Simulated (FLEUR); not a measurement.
# free Ni(111) film, 5 layers: from one collinear state to anisotropy, part 2 of 2

Wanted: anisotropy for free Ni(111) film, 5 layers, with the cost of each step.

FLEUR MaX-R8.1; PBE; all-electron FLAPW film, Dirac cores, scalar-relativistic bands.

So far. Step 2 (Reference state): After 54 cycles the largest moment stands at 0.710 μB.

**5. Spin–orbit coupling, moments along z**

Level of this step: PBE; all-electron FLAPW film, Dirac cores, scalar-relativistic bands with spin-orbit coupling (FLEUR).

Spin–orbit coupling ties the spins to the lattice and lets orbital moments form.

A new self-consistent run of the start ferro +++++, with the moments along z. The k list default-1 (kpts.xml, not shown) is a Γ-centred 35×35×1 mesh.

inp.xml

```
<?xml version="1.0" encoding="UTF-8" standalone="no"?>
<fleurInput fleurInputVersion="0.39">
   <comment>
      Ni
   </comment>
   <calculationSetup>
      <cutoffs Kmax="3.66" Gmax="11.0" GmaxXC="11.0" numbands="190"/>
      <scfLoop itmax="150" minDistance="0.00002" maxIterBroyd="15" imix="Anderson" alpha="0.03" precondParam="0.0" spinf="2.0" sdNocoIR="T"/>
      <coreElectrons ctail="T" frcor="F" kcrel="0" coretail_lmax="0"/>
      <xcFunctional name="pbe" relativisticCorrections="F"/>
      <magnetism jspins="2"/>
      <soc l_soc="T" theta="0.0" phi="0.0" spav="F"/>
      <expertModes spex="0" secvar="F"/>
      <geometryOptimization l_f="F" forcealpha="1.0" forcemix="BFGS" epsdisp="0.00001" epsforce="0.00001"/>
      <ldaU l_linMix="F" mixParam="0.05" spinf="1.0"/>
   </calculationSetup>
   <cell>
      <bzIntegration valenceElectrons="90.0" mode="hist" fermiSmearingEnergy="0.00183747">
         <kPointListSelection listName="default-1"/>
         <xi:include xmlns:xi="http://www.w3.org/2001/XInclude" href="kpts.xml"> </xi:include>
      </bzIntegration>
      <xi:include xmlns:xi="http://www.w3.org/2001/XInclude" href="sym.xml"> </xi:include>
      <filmLattice scale="1.0" dVac="20.66" dTilda="23.16">
         <bravaisMatrixFilm>
            <row-1>    4.7086300406703598     0.0000001262337051</row-1>
            <row-2>   -2.3543151296652853     4.0777931691130949</row-2>
         </bravaisMatrixFilm>
         <vacuumEnergyParameters vacuum="1" spinUp="-.25" spinDown="-.25"/>
      </filmLattice>
   </cell>
   <atomSpecies>
      <species name="Nickel (Ni1.000" element="Ni" atomicNumber="28">
         <mtSphere radius="2.24" gridPoints="741" logIncrement="0.016"/>
         <atomicCutoffs lmax="8" lnonsphr="6"/>
         <electronConfig flipSpins="F">
            <coreConfig>(1s1/2) (2s1/2) (2p1/2) (2p3/2)</coreConfig>
            <valenceConfig>(3s1/2) (3p1/2) (3p3/2) (4s1/2) (3d3/2) (3d5/2)</valenceConfig>
            <stateOccupation state="(3d3/2)" spinUp="1.6" spinDown="1.6"/>
            <stateOccupation state="(3d5/2)" spinUp="2.9" spinDown="1.9"/>
         </electronConfig>
         <energyParameters s="4" p="4" d="3" f="4"/>
         <lo type="SCLO" l="0" n="3" eDeriv="0"/>
         <lo type="SCLO" l="1" n="3" eDeriv="0"/>
      </species>
   </atomSpecies>
   <atomGroups>
      <atomGroup species="Nickel (Ni1.000">
         <filmPos label="                   1">1.000/6.000 -1.000/6.000 -7.6893119964</filmPos>
         <filmPos label="                   5">-1.000/6.000 1.000/6.000 7.6893119964</filmPos>
         <force calculate="T" relaxXYZ="TTT"/>
      </atomGroup>
      <atomGroup species="Nickel (Ni1.000">
         <filmPos label="                   2">-1.000/6.000 1.000/6.000 -3.8446559982</filmPos>
         <filmPos label="                   4">1.000/6.000 -1.000/6.000 3.8446559982</filmPos>
         <force calculate="T" relaxXYZ="TTT"/>
      </atomGroup>
      <atomGroup species="Nickel (Ni1.000">
         <filmPos label="                   3">1.000/2.000 1.000/2.000 .0000000000</filmPos>
         <force calculate="T" relaxXYZ="TTT"/>
      </atomGroup>
   </atomGroups>
   <output dos="F" band="F" slice="F">
      <bandDOS minEnergy="-.5*Htr" maxEnergy="0.5*Htr" sigma="0.015" storeEVData="T"/>
      <plotting iplot="0" polar="F">
         <plot TwoD="T" vec1="  1.0  0.0  0.0" vec2="  0.0  1.0  0.0" vec3="  0.0  0.0  1.0" zero="  0.0  0.0 -0.5" file="plot"/>
      </plotting>
      <moessbauerParams electricFieldGradient="F" isomerShift="F" coreHyperfine="F" valenceHyperfine="F"/>
   </output>
</fleurInput>
```

crystal.txt

```
Ni
&input film=T cartesian=F /
2.49169971213  0.00000006680  0.00000000000
-1.24584991392  2.15787521590  0.00000000000
0.00000000000  0.00000000000  1.00000000000
1.8897261246
1.0 1.0 1.0

5
28 0.00000000000  0.00000000000  -7.68931199637 : 1.000
28 0.66666666667  0.33333333333  -3.84465599818 : 1.000
28 0.33333333333  0.66666666667  0.00000000000 : 1.000
28 0.00000000000  0.00000000000  3.84465599818 : 1.000
28 0.66666666667  0.33333333333  7.68931199637 : 1.000

&soc 0.0000000 0.0000000 /
&kpt div1=35 div2=35 div3=1 gamma=T /
```

Started as:

```sh
$ OMP_NUM_THREADS=1 inpgen -f crystal.txt > inpgen.log  # inp.xml is then edited as shown
$ OMP_NUM_THREADS=1 mpirun -n 8 fleur_MPI > fleur.log
```

What it wrote:

```text
[banner, memory and clock lines left out]
Welcome to FLEUR        (www.flapw.de)
      MaX-Release 8.1          (www.max-centre.eu)

 ========== k-point set info ==========
 Selected k-point list: default-1
 k-point list type: mesh
 0 x 0 x 0
 Number of k points: 208

 [... set-up left out ...]
 Iteration:     1   Distance:      34.58518184 me/bohr^3
 Iteration:     2   Distance:      45.00096188 me/bohr^3
 Iteration:     3   Distance:      23.38238935 me/bohr^3
 Iteration:     4   Distance:      18.93989453 me/bohr^3
 Iteration:     5   Distance:      15.28277440 me/bohr^3
 Iteration:     6   Distance:       8.75397028 me/bohr^3
 Iteration:     7   Distance:       8.47503006 me/bohr^3
 Iteration:     8   Distance:       6.11779764 me/bohr^3
 Iteration:     9   Distance:       4.09125915 me/bohr^3
 Iteration:    10   Distance:       3.98393507 me/bohr^3
[... 22 iterations left out ...]
 Iteration:    33   Distance:       0.00233207 me/bohr^3
 Iteration:    34   Distance:       0.00183809 me/bohr^3
 Iteration:    35   Distance:       0.00199111 me/bohr^3
 Iteration:    36   Distance:       0.00071039 me/bohr^3
 Iteration:    37   Distance:       0.00053787 me/bohr^3
 Iteration:    38   Distance:       0.00041450 me/bohr^3
 Iteration:    39   Distance:       0.00015174 me/bohr^3
 Iteration:    40   Distance:       0.00007729 me/bohr^3
 Iteration:    41   Distance:       0.00008290 me/bohr^3
 Iteration:    42   Distance:       0.00001993 me/bohr^3

 ********************************************************************
 Run finished successfully
 Stop message:
   all done
 ********************************************************************

--- out.xml (last complete iteration) ---
<iteration numberForCurrentRun="   42" overallNumber="   42">
         [... left out ...]
         <bandgap value="0.0000000002" units="eV"/>
         <sumValenceSingleParticleEnergies value="-128.6895150554" units="Htr"/>
         <FermiEnergy value="-0.1855899095" units="Htr"/>
         [... left out ...]
         <magneticMomentsInMTSpheres units="muBohr">
            <globalMagMoment atomType="1" vec="0.00000   0.00000   0.69984"/>
            <globalMagMoment atomType="2" vec="0.00000   0.00000   0.69795"/>
            <globalMagMoment atomType="3" vec="0.00000   0.00000   0.66997"/>
         </magneticMomentsInMTSpheres>
         <orbitalMomentsInMTSpheres units="muBohr">
            <globalMagMoment atomType="1" vec="0.00000   0.00000   0.04909"/>
            <globalMagMoment atomType="2" vec="0.00000   0.00000   0.05634"/>
            <globalMagMoment atomType="3" vec="0.00000   0.00000   0.04632"/>
         </orbitalMomentsInMTSpheres>
         [... left out ...]
         <totalEnergy value="    -7604.1097675161" units="Htr">
            <sumOfEigenvalues value="    -4432.5589006926">
               <coreElectrons value="-4303.8693856372"/>
               <valenceElectrons value="-128.6895150554"/>
            </sumOfEigenvalues>
         [... left out ...]
            <freeEnergy value="-7604.1125113880"/>
            <extrapolationTo0K value="-7604.1111394521"/>
         </totalEnergy>
         <densityConvergence units="me/bohr^3">
            <chargeDensity spin="1" distance="0.0000068265"/>
            <chargeDensity spin="2" distance="0.0000182416"/>
            <overallChargeDensity distance="0.0000199325"/>
            <spinDensity distance="0.0000190108"/>
         </densityConvergence>
      </iteration>
```

Run time: 19 min. Hardware: 8 MPI ranks of Arm Neoverse V1, shared host; peak memory 1.8 GiB.

Spin moment in the muffin-tin sphere by atom:

| atom | spin moment in the muffin-tin sphere (μB) |
| --- | --- |
| Ni1 | 0.700 |
| Ni2 | 0.698 |
| Ni3 | 0.670 |
| Ni4 | 0.698 |
| Ni5 | 0.700 |

Read from the output:

| Property | Result |
| --- | --- |
| free energy | -206918.4426 eV |
| program's band gap on this mesh (in a metal only a level spacing) | 2.00e-10 eV |
| magnetization | 3.286 μB |
| final state | ferromagnetic |
| orbital moment along the spin | 0.04909 μB |

Orbital moment in the sphere, along the spin axis by atom:

| atom | orbital moment in the sphere, along the spin axis (μB) |
| --- | --- |
| Ni1 | 0.0491 |
| Ni2 | 0.0563 |
| Ni3 | 0.0463 |
| Ni4 | 0.0563 |
| Ni5 | 0.0491 |

**6. Outcome**

| Quantity | Value |
| --- | --- |
| reference state | ferromagnetic |
| largest sphere moment | 0.710 μB |
| easy direction of those tried | the plane normal to z |
| energy along x less z, force theorem | -0.767 meV a primitive cell |
| orbital moment on the atom of largest spin, along its spin (spin–orbit run) | 0.0491 μB |

What this shows: By the force theorem the moments prefer the plane normal to z, with no direction in it resolved; shape anisotropy is not in it, and in a film it favours the plane. The difference for the second direction goes from -0.92 meV (mesh 23×23×1, 170 states, 12 min of CPU time) to -0.77 meV (mesh 35×35×1, 170 states, 27 min), so it is not converged. On the atom of largest spin the orbital moment is almost quenched. The state was typed, and no other order was converged beside it, so it need not be the ground state.

[Logs and program files are shortened in this print: banners, set-up blocks, solver, clock and traceback lines can be left out without a mark of their own.]

[Logs are printed without paths, hosts, clocks, repeated set-up lines and the standing remarks that a program may print on its own settings, such as how far it seeks lower states.]

[Hosts, paths, dates, database ids (printed as entryN), source tags and the programs' standing remarks are cut or masked in the printed files.]

[Where a cell is said to come from a database of computed structures, the database is the Materials Project.]
